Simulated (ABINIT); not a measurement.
# A GW chain in ABINIT: AlN (F-43m), part 2 of 3

How does a plane-wave GW calculation on AlN (F-43m) run from the first input to the gap?

ABINIT 10.8.3; PBE and many-body steps on it, plane waves. Known limits of the many-body steps: not at the basis limit; coarse k mesh.

So far. Step 2 (Ground state): The gap is indirect, with the least direct gap 0.87 eV higher.

### Step 3. Bands along the symmetry lines

Level of this step: DFT, PBE, plane waves, norm-conserving pseudopotentials (ABINIT).

Levels along a band path, at the cheap level, show where the edges lie and whether the meshes to come will hold them.

run.abi reads:

```
acell 3*1.0 Angstrom
rprim 
  -0.000000000000 2.183993559600 2.183993559600
  2.183993559600 -0.000000000000 2.183993559600
  2.183993559600 2.183993559600 -0.000000000000
ntypat 2
znucl 13 7
natom 2
typat 1 2
xred 
  0.000000000000 0.000000000000 0.000000000000
  0.750000000000 0.750000000000 0.750000000000
pp_dirpath "pseudos"
pseudos "Al.upf, N.upf"
ecut 36
iscf -2
irdden 1
kptopt 0
nkpt 50
kpt 
  0.00000000 0.00000000 0.00000000
  -0.06250000 -0.06250000 0.00000000
  -0.12500000 -0.12500000 0.00000000
  -0.18750000 -0.18750000 0.00000000
  -0.25000000 -0.25000000 0.00000000
  -0.31250000 -0.31250000 0.00000000
  -0.37500000 -0.37500000 0.00000000
  -0.43750000 -0.43750000 0.00000000
  -0.50000000 -0.50000000 0.00000000
  -0.48437500 -0.48437500 0.03125000
  -0.46875000 -0.46875000 0.06250000
  -0.45312500 -0.45312500 0.09375000
  -0.43750000 -0.43750000 0.12500000
  -0.42187500 -0.42187500 0.15625000
  -0.40625000 -0.40625000 0.18750000
  -0.39062500 -0.39062500 0.21875000
  -0.37500000 -0.37500000 0.25000000
  -0.37500000 0.00000000 0.37500000
  -0.32812500 0.00000000 0.32812500
  -0.28125000 0.00000000 0.28125000
  -0.23437500 0.00000000 0.23437500
  -0.18750000 0.00000000 0.18750000
  -0.14062500 0.00000000 0.14062500
  -0.09375000 0.00000000 0.09375000
  -0.04687500 0.00000000 0.04687500
  0.00000000 0.00000000 0.00000000
  0.00000000 0.00000000 0.06250000
  0.00000000 0.00000000 0.12500000
  0.00000000 0.00000000 0.18750000
  0.00000000 0.00000000 0.25000000
  0.00000000 0.00000000 0.31250000
  0.00000000 0.00000000 0.37500000
  0.00000000 0.00000000 0.43750000
  0.00000000 0.00000000 0.50000000
  -0.06250000 -0.03125000 0.46875000
  -0.12500000 -0.06250000 0.43750000
  -0.18750000 -0.09375000 0.40625000
  -0.25000000 -0.12500000 0.37500000
  -0.31250000 -0.15625000 0.34375000
  -0.37500000 -0.18750000 0.31250000
  -0.43750000 -0.21875000 0.28125000
  -0.50000000 -0.25000000 0.25000000
  -0.50000000 -0.28125000 0.21875000
  -0.50000000 -0.31250000 0.18750000
  -0.50000000 -0.34375000 0.15625000
  -0.50000000 -0.37500000 0.12500000
  -0.50000000 -0.40625000 0.09375000
  -0.50000000 -0.43750000 0.06250000
  -0.50000000 -0.46875000 0.03125000
  -0.50000000 -0.50000000 0.00000000
istwfk *1
nband 11
nbdbuf 2
tolwfr 1e-08
nstep 40
prtwf 0
prtvol 0
indata_prefix "in"
outdata_prefix "out"
tmpdata_prefix "tmp"
```

On the command line:

```console
> OMP_NUM_THREADS=1 mpirun -n 4 abinit run.abi > log
```

Numbers of over 12 decimals in the logs are rounded to 6 here.

What it wrote:

```text
.Version 10.8.3 of ABINIT. v10.8.2 released Aug 2026.

 Symmetries : space group F-4 3 m (#216); Bravais cF (face-center cubic)
[... echo of the input left out ...]
== DATASET  1 ==================================================================
-   mpi_nproc: 4, omp_nthreads: 1 (-1 if OMP is not activated)

--- !DatasetInfo
iteration_state: {dtset: 1, }
dimensions: {natom: 2, nkpt: 50, mband: 11, nsppol: 1, nspinor: 1, nspden: 1, mpw: 1475, }
cutoff_energies: {ecut:  36.0, pawecutdg:  -1.0, }
electrons: {nelect:   8.00000000E+00, charge:   0.00000000E+00, occopt:   1.00000000E+00, tsmear:   1.00000000E-02, }

 Real(R)+Recip(G) space primitive vectors, cartesian coordinates (Bohr,Bohr^-1):
 R(1)=  0.0000000  4.1271497  4.1271497  G(1)= -0.1211490  0.1211490  0.1211490
 R(2)=  4.1271497  0.0000000  4.1271497  G(2)=  0.1211490 -0.1211490  0.1211490
 R(3)=  4.1271497  4.1271497  0.0000000  G(3)=  0.1211490  0.1211490 -0.1211490
 Unit cell volume ucvol=  1.4059849E+02 bohr^3
 Angles (23,13,12)=  6.00000000E+01  6.00000000E+01  6.00000000E+01 degrees

 getcut: wavevector=  0.0000  0.0000  0.0000  ngfft=  32  32  32
         ecut(hartree)=     36.000   => boxcut(ratio)=   2.02987

--- Pseudopotential description ------------------------------------------------
- Al Generated using ONCVPSP code by D. R. Hamann
- 13.00000   3.00000  171031                  znucl, zion, pspdat
12 -101130 2 -1 1876                          pspcod,pspxc,lmax,lloc,mmax
     nproj     2     2     2
  pspatm : epsatm=    4.08140545
         --- l  ekb(1:nproj) -->
             0    5.126667    0.728291
             1    7.287548    0.832437
             2   -2.770497   -0.637722
 pspatm: atomic psp has been read  and splines computed

- N Generated using ONCVPSP code by D. R. Hamann
-  7.00000   5.00000  171031                  znucl, zion, pspdat
12 -101130 1 -1 1058                          pspcod,pspxc,lmax,lloc,mmax
     nproj     2     2     0
  pspatm : epsatm=    5.20977870
         --- l  ekb(1:nproj) -->
[...]
pspatm: atomic psp has been read  and splines computed

--------------------------------------------------------------------------------

================================================================================
 prteigrs : about to open file out_EIG
 Non-SCF case, kpt    1 (  0.00000  0.00000  0.00000), residuals and eigenvalues=
  9.71E-10  2.77E-09  4.29E-09  7.32E-09  6.57E-10  1.48E-09  2.28E-09  8.19E-09
[...]
-3.6046E-01  1.8958E-01  1.8958E-01  1.8958E-01  3.4363E-01  6.5223E-01
  6.5223E-01  6.5223E-01  8.4170E-01  8.4170E-01  8.9101E-01
 Non-SCF case, kpt    2 ( -0.06250 -0.06250  0.00000), residuals and eigenvalues=
  1.61E-09  4.70E-09  3.30E-09  4.21E-09  2.01E-09  3.11E-09  1.76E-09  3.04E-09
[...]
-3.5763E-01  1.7673E-01  1.8652E-01  1.8652E-01  3.5768E-01  6.4259E-01
[...]
5.51E-09  4.84E-09  2.51E-09  3.94E-09  1.53E-09  4.56E-09  1.74E-09  7.44E-09
[...]
-3.4934E-01  1.4803E-01  1.7814E-01  1.7814E-01  3.8760E-01  6.1896E-01
  6.6769E-01  6.6769E-01  6.9898E-01  8.5904E-01  9.2688E-01
[...]
Non-SCF case, kpt   49 ( -0.50000 -0.46875  0.03125), residuals and eigenvalues=
[...]
-2.6170E-01  1.0381E-02  1.2267E-01  1.2270E-01  3.1521E-01  5.1016E-01
  6.9990E-01  7.6114E-01  7.6755E-01  1.0562E+00  1.0588E+00
 Non-SCF case, kpt   50 ( -0.50000 -0.50000  0.00000), residuals and eigenvalues=
[...]
-2.6178E-01  9.5895E-03  1.2433E-01  1.2433E-01  3.1176E-01  5.0752E-01
  7.0112E-01  7.6645E-01  7.6645E-01  1.0537E+00  1.0698E+00

--- !ResultsGS
iteration_state: {dtset: 1, }
comment   : Summary of ground state results
lattice_vectors:
- [ -0.0000000,   4.1271497,   4.1271497, ]
- [  4.1271497,  -0.0000000,   4.1271497, ]
- [  4.1271497,   4.1271497,  -0.0000000, ]
lattice_lengths: [   5.83667,    5.83667,    5.83667, ]
lattice_angles: [ 60.000,  60.000,  60.000, ] # degrees, (23, 13, 12)
lattice_volume:   1.4059849E+02
convergence: {deltae:  0.000E+00, res2:  0.000E+00, residm:  9.997E-09, diffor:  0.000E+00, }
etotal    :  -1.27923967E+01
entropy   :   0.00000000E+00
fermie    :   1.89575042E-01
cartesian_stress_tensor: null
pressure_GPa: null
xred      :
- [  0.0000E+00,   0.0000E+00,   0.0000E+00, Al]
- [  7.5000E-01,   7.5000E-01,   7.5000E-01,  N]
cartesian_forces: null
force_length_stats: {min: null, max: null, mean: null, }

 Integrated electronic density in atomic spheres:
 ------------------------------------------------
 Atom  Sphere_radius  Integrated_density
[...]
================================================================================

 ----iterations are completed or convergence reached----

 Mean square residual over all n,k,spin=   46.700E-10; max=  99.965E-10
 reduced coordinates (array xred) for    2 atoms
[...]
cartesian coordinates (angstrom) at end:
    1      0.000000     0.000000     0.000000
    2      3.275990     3.275990     3.275990
 length scales=  1.889726125908  1.889726125908  1.889726125908 bohr
              =  1.000000000000  1.000000000000  1.000000000000 angstroms
 prteigrs : about to open file out_EIG
 Eigenvalues (hartree) for nkpt=  50  k points:
 kpt#   1, nband= 11, wtk=  1.00000, kpt=  0.0000  0.0000  0.0000 (reduced coord)
[...]
kpt#   2, nband= 11, wtk=  1.00000, kpt= -0.0625 -0.0625  0.0000 (reduced coord)
[...]
kpt#   3, nband= 11, wtk=  1.00000, kpt= -0.1250 -0.1250  0.0000 (reduced coord)
[...]
kpt#  49, nband= 11, wtk=  1.00000, kpt= -0.5000 -0.4687  0.0313 (reduced coord)
  -0.26170    0.01038    0.12267    0.12270    0.31521    0.51016    0.69990    0.76114
   0.76755    1.05617    1.05884
 kpt#  50, nband= 11, wtk=  1.00000, kpt= -0.5000 -0.5000  0.0000 (reduced coord)
  -0.26178    0.00959    0.12433    0.12433    0.31176    0.50752    0.70112    0.76645
   0.76645    1.05374    1.06976

== END DATASET(S) ==============================================================
================================================================================

 -outvars: echo values of variables after computation  --------
            nband          11
             nkpt          50
          spgroup         216
 [... the other variables as echoed above ...]

 Calculation completed.
```

Wall time 4.4 s (4 MPI ranks of Intel Xeon 6975P-C (Granite Rapids), shared host); peak memory 0.27 GiB; 17 s of CPU time.

Numbers from this step:

```
gap                        : 3.325 eV
k of the valence top       : 0, 0, 0
k of the conduction bottom : -0.5, -0.5, 0
least direct gap           : 4.192 eV
```

The gap is 3.325 eV, as in the run before at this level.

The electronic bands at the labelled points (eV, zero at the top of the highest filled band; v1 is the highest filled band, c1 the lowest empty one):

```csv
point,v4,v3,v2,v1,c1,c2,c3,c4
Γ,-14.97,0.00,0.00,0.00,4.19,12.59,12.59,12.59
halfway,-13.84,-2.88,-0.98,-0.98,5.96,10.29,11.51,14.02
X,-12.28,-4.90,-1.78,-1.78,3.32,8.65,13.92,15.70
halfway,-12.27,-4.73,-2.47,-1.67,3.96,9.19,13.67,15.23
U,-12.30,-4.25,-3.63,-1.37,5.17,10.12,13.05,14.17
jump to K,-12.30,-4.25,-3.63,-1.37,5.17,10.12,13.05,14.17
halfway,-13.74,-3.54,-1.50,-0.20,7.34,10.30,11.41,12.58
Γ,-14.97,0.00,0.00,0.00,4.19,12.59,12.59,12.59
halfway,-14.12,-3.26,-0.26,-0.26,6.45,10.98,12.35,12.35
L,-12.92,-5.86,-0.48,-0.48,7.39,9.85,11.17,11.17
halfway,-12.60,-5.14,-2.22,-1.12,7.11,9.26,12.17,12.69
W,-12.23,-3.77,-3.44,-2.70,6.05,11.45,11.98,12.16
halfway,-12.25,-4.56,-2.40,-2.29,4.57,9.69,13.40,13.89
X,-12.28,-4.90,-1.78,-1.78,3.32,8.65,13.92,15.70
```

The electronic bands as a text plot (rows in eV, shown from -8.0 to 9.3 only):

```
    9.0 |         ++++++      ++                    +++       +++
    8.2 |                     ++                    +
    7.5 |                   ++  +              +++++ +
    6.8 |                        ++         +++       ++
    6.1 |    +++           +               +            ++++
    5.4 |  ++   ++        +        ++    ++                 +
    4.6 | +              +           +  +                    +
    3.9 |+        +++  ++             ++                      ++
    3.2 |            ++                                         +
    2.5 |
    1.7 |
    1.0 |
    0.3 |*                         ******
   -0.4 | ****              **********  *************
   -1.1 |  ** ****       ***    *****    **         ****
   -1.9 |    *    *******                  *         ** *     ***
   -2.6 |     **       **     ** **                    * *****
   -3.3 |       **       *****  *           *           *****
   -4.0 |         *      ***  **             **         *****
   -4.8 |          ******   **                 *       *     ****
   -5.5 |                                       * *****
   -6.2 |                                        *
   -6.9 |
   -7.6 |
         Γ           X  U|K            Γ         L        W     X
```

### Step 4. Empty states on the mesh, 4×4×4 mesh, 23 bands

The sums over transitions need many empty states on a uniform mesh; this step solves for them.

run.abi reads:

```
acell 3*1.0 Angstrom
rprim 
  -0.000000000000 2.183993559600 2.183993559600
  2.183993559600 -0.000000000000 2.183993559600
  2.183993559600 2.183993559600 -0.000000000000
ntypat 2
znucl 13 7
natom 2
typat 1 2
xred 
  0.000000000000 0.000000000000 0.000000000000
  0.750000000000 0.750000000000 0.750000000000
pp_dirpath "pseudos"
pseudos "Al.upf, N.upf"
ecut 36
ngkpt 4 4 4
nshiftk 1
shiftk 0 0 0
kptopt 1
chksymbreak 0
iscf -2
irdden 1
istwfk *1
nband 23
nbdbuf 4
tolwfr 1e-09
nstep 60
prtvol 0
indata_prefix "in"
outdata_prefix "out"
tmpdata_prefix "tmp"
```

What it wrote:

```text
.Version 10.8.3 of ABINIT. v10.8.2 released Aug 2026.

 Symmetries : space group F-4 3 m (#216); Bravais cF (face-center cubic)
[... echo of the input left out ...]
== DATASET  1 ==================================================================
-   mpi_nproc: 4, omp_nthreads: 1 (-1 if OMP is not activated)

--- !DatasetInfo
iteration_state: {dtset: 1, }
dimensions: {natom: 2, nkpt: 8, mband: 23, nsppol: 1, nspinor: 1, nspden: 1, mpw: 1475, }
cutoff_energies: {ecut:  36.0, pawecutdg:  -1.0, }
electrons: {nelect:   8.00000000E+00, charge:   0.00000000E+00, occopt:   1.00000000E+00, tsmear:   1.00000000E-02, }

 Real(R)+Recip(G) space primitive vectors, cartesian coordinates (Bohr,Bohr^-1):
 R(1)=  0.0000000  4.1271497  4.1271497  G(1)= -0.1211490  0.1211490  0.1211490
 R(2)=  4.1271497  0.0000000  4.1271497  G(2)=  0.1211490 -0.1211490  0.1211490
 R(3)=  4.1271497  4.1271497  0.0000000  G(3)=  0.1211490  0.1211490 -0.1211490
 Unit cell volume ucvol=  1.4059849E+02 bohr^3
 Angles (23,13,12)=  6.00000000E+01  6.00000000E+01  6.00000000E+01 degrees

 getcut: wavevector=  0.0000  0.0000  0.0000  ngfft=  32  32  32
         ecut(hartree)=     36.000   => boxcut(ratio)=   2.02987

--- Pseudopotential description ------------------------------------------------
- Al Generated using ONCVPSP code by D. R. Hamann
- 13.00000   3.00000  171031                  znucl, zion, pspdat
12 -101130 2 -1 1876                          pspcod,pspxc,lmax,lloc,mmax
     nproj     2     2     2
  pspatm : epsatm=    4.08140545
         --- l  ekb(1:nproj) -->
             0    5.126667    0.728291
             1    7.287548    0.832437
             2   -2.770497   -0.637722
 pspatm: atomic psp has been read  and splines computed

- N Generated using ONCVPSP code by D. R. Hamann
-  7.00000   5.00000  171031                  znucl, zion, pspdat
12 -101130 1 -1 1058                          pspcod,pspxc,lmax,lloc,mmax
     nproj     2     2     0
  pspatm : epsatm=    5.20977870
         --- l  ekb(1:nproj) -->
[...]
pspatm: atomic psp has been read  and splines computed

--------------------------------------------------------------------------------

================================================================================
 prteigrs : about to open file out_EIG
 Non-SCF case, kpt    1 (  0.00000  0.00000  0.00000), residuals and eigenvalues=
  2.90E-10  1.32E-10  2.39E-10  5.21E-10  4.90E-10  3.78E-11  5.33E-11  1.50E-10
  1.06E-10  5.40E-10  7.57E-11  2.75E-10  8.19E-10  4.15E-11  3.11E-10  1.29E-10
  4.15E-10  6.50E-10  5.34E-10  5.12E-10  5.81E-08  4.18E-09  8.30E-09
 -3.6046E-01  1.8958E-01  1.8958E-01  1.8958E-01  3.4363E-01  6.5223E-01
  6.5223E-01  6.5223E-01  8.4170E-01  8.4170E-01  8.9101E-01  8.9101E-01
  8.9101E-01  9.6680E-01  1.1470E+00  1.4588E+00  1.4588E+00  1.4588E+00
  1.8354E+00  1.8354E+00  1.8354E+00  1.8966E+00  1.8966E+00
 prteigrs : prtvol=0 or 1, do not print more k-points.

--- !ResultsGS
iteration_state: {dtset: 1, }
comment   : Summary of ground state results
lattice_vectors:
- [ -0.0000000,   4.1271497,   4.1271497, ]
- [  4.1271497,  -0.0000000,   4.1271497, ]
- [  4.1271497,   4.1271497,  -0.0000000, ]
lattice_lengths: [   5.83667,    5.83667,    5.83667, ]
lattice_angles: [ 60.000,  60.000,  60.000, ] # degrees, (23, 13, 12)
lattice_volume:   1.4059849E+02
convergence: {deltae:  0.000E+00, res2:  0.000E+00, residm:  9.821E-10, diffor:  0.000E+00, }
etotal    :  -1.27923967E+01
entropy   :   0.00000000E+00
fermie    :   1.89575042E-01
cartesian_stress_tensor: null
pressure_GPa: null
xred      :
- [  0.0000E+00,   0.0000E+00,   0.0000E+00, Al]
- [  7.5000E-01,   7.5000E-01,   7.5000E-01,  N]
cartesian_forces: null
force_length_stats: {min: null, max: null, mean: null, }

 Integrated electronic density in atomic spheres:
 ------------------------------------------------
 Atom  Sphere_radius  Integrated_density
[...]
================================================================================

 ----iterations are completed or convergence reached----

 Mean square residual over all n,k,spin=   41.216E-11; max=  98.209E-11
 reduced coordinates (array xred) for    2 atoms
       0.000000000000      0.000000000000      0.000000000000
       0.750000000000      0.750000000000      0.750000000000

 cartesian coordinates (angstrom) at end:
    1      0.000000     0.000000     0.000000
    2      3.275990     3.275990     3.275990
 length scales=  1.889726125908  1.889726125908  1.889726125908 bohr
              =  1.000000000000  1.000000000000  1.000000000000 angstroms
 prteigrs : about to open file out_EIG
 Eigenvalues (hartree) for nkpt=   8  k points:
 kpt#   1, nband= 23, wtk=  0.01563, kpt=  0.0000  0.0000  0.0000 (reduced coord)
  -0.36046    0.18958    0.18958    0.18958    0.34363    0.65223    0.65223    0.65223
   0.84170    0.84170    0.89101    0.89101    0.89101    0.96680    1.14704    1.45884
   1.45884    1.45884    1.83537    1.83537    1.83537    1.89660    1.89660
 prteigrs : prtvol=0 or 1, do not print more k-points.

== END DATASET(S) ==============================================================
================================================================================

 -outvars: echo values of variables after computation  --------
            nband          23
             nkpt           8
          spgroup         216
 [... the other variables as echoed above ...]

 Calculation completed.
```

It took 2.9 s on 4 MPI ranks; peak memory 0.07 GiB.

This step gave:

```yaml
gap: 3.325 eV
k_of_the_valence_top: 0, 0, 0
k_of_the_conduction_bottom: 0.5, 0.5, 0
least_direct_gap: 4.192 eV
k_points_computed: 8
lowest_point_of_the_top_converged_band_above_the_valence_top: 36.52 eV
```

On this mesh the gap is 3.325 eV.

### Step 5. Screening, 4×4×4 mesh, 19 bands, screening to 108.8 eV

The RPA dielectric matrix is built and inverted for each q.

This step: RPA screening on PBE, plane waves, norm-conserving pseudopotentials.

run.abi: that of step 4 with these lines changed.

```diff
@@ -20,10 +20,11 @@
 chksymbreak 0
-iscf -2
-irdden 1
 istwfk *1
-nband 23
-nbdbuf 4
-tolwfr 1e-09
-nstep 60
-prtvol 0
+occopt 1
+irdwfk 1
+optdriver 3
+nband 19
+ecuteps 4
+inclvkb 2
+awtr 1
+symchi 1
 indata_prefix "in"
```

What it wrote:

```text
.Version 10.8.3 of ABINIT. v10.8.2 released Aug 2026.

 Symmetries : space group F-4 3 m (#216); Bravais cF (face-center cubic)
[... echo of the input left out ...]
== DATASET  1 ==================================================================
-   mpi_nproc: 4, omp_nthreads: 1 (-1 if OMP is not activated)

--- !DatasetInfo
iteration_state: {dtset: 1, }
dimensions: {natom: 2, nkpt: 8, mband: 19, nsppol: 1, nspinor: 1, nspden: 1, mpw: 1475, }
cutoff_energies: {ecut:  36.0, pawecutdg:  -1.0, }
electrons: {nelect:   8.00000000E+00, charge:   0.00000000E+00, occopt:   1.00000000E+00, tsmear:   1.00000000E-02, }

 SCREENING: Calculation of the susceptibility and dielectric matrices

 Based on a program developped by R.W. Godby, V. Olevano, G. Onida, and L. Reining.
 Incorporated in ABINIT by V. Olevano, G.-M. Rignanese, and M. Torrent.
.Using double precision arithmetic ; gwpc =  8

[... cell and pseudopotentials left out ...]
--------------------------------------------------------------------------------

 ==== K-mesh for the wavefunctions ====
 Number of points in the irreducible wedge :     8
[... list of points left out ...]
 Together with 24 symmetry operations and time-reversal symmetry
 yields    64 points in the full Brillouin Zone.

 ==== Q-mesh for the screening function ====
 Number of points in the irreducible wedge :     8
[... list of points left out ...]
 Together with 24 symmetry operations and time-reversal symmetry
 yields    64 points in the full Brillouin Zone.

 setmesh: FFT mesh size selected  =    24x   24x   24
          total number of points  =        13824

 vcoul_init : cutoff-mode = AUXILIARY_FUNCTION
 q-points for optical limit:   1
     1)      0.000010    0.000020    0.000030

- screening: taking advantage of time-reversal symmetry
- Maximum band index for partially occupied states nbvw = 4
- Remaining bands to be divided among processors   nbcw = 15
- Number of bands treated by each node ~3

 Number of electrons calculated from density =    8.0000; Expected =    8.0000
 average of density, n =  0.056900
 r_s =    1.6129
 omega_plasma =   23.0097 [eV]

 calculating chi0 at frequencies [eV] :
  1    0.000000E+00    0.000000E+00
  2    0.000000E+00    2.300966E+01

--------------------------------------------------------------------------------
  q-point number  1        q = ( 0.000000, 0.000000, 0.000000) [r.l.u.]
--------------------------------------------------------------------------------
[... chi0 elements left out ...]
 For q-point:  0.000010 0.000020 0.000030
  dielectric constant =   4.8736
  dielectric constant without local fields =   5.3174

  Average fulfillment of the sum rule on Im[epsilon] for q-point    1 :     36.45  [%]
[... wings left out ...]
  q-point number  2        q = ( 0.250000, 0.000000, 0.000000) [r.l.u.]
--------------------------------------------------------------------------------
[... chi0 elements left out ...]
  Average fulfillment of the sum rule on Im[epsilon] for q-point    2 :     69.08  [%]

 [... 6 further q-points ...]
```

Wall time 3 s (4 MPI ranks); peak memory 0.09 GiB; 11 s of CPU time.

Numbers from this step:

```
ε∞ with local fields, on this mesh, along the program's q direction : 4.874
the same without local fields                                       : 5.317
plasma frequency                                                    : 23.01 eV
plane waves in the screening matrix                                 : 59
```

Local fields lower ε∞ by 8 %. On a Γ-centred mesh this coarse the value itself is usually too large, while a short band sum pulls it down.

(Part 2 of 3 ends here.)

[Paths, hosts, dates, memory and timing lines, banners, echoed tables and standing remarks are left out of the program output.]

[Logs are printed without paths, hosts, clocks, repeated set-up lines and the standing remarks that a program may print on its own settings, such as how far it seeks lower states.]

[Runs of the session that timed out or met a known fault of the program may be left out.]

[Hosts, paths, dates, database ids (printed as entryN), source tags and the programs' standing remarks are cut or masked in the printed files.]

[G0W0 gaps are taken among the corrected bands and points alone; a level outside them can change the order at an edge.]

[Where Ansatz stands beside ABINIT at settings called matched, ABINIT's density can come from a denser mesh and the files from another edition; pairs whose starting gaps differed by over 0.03 eV were left out, so agreement reads better than it is.]
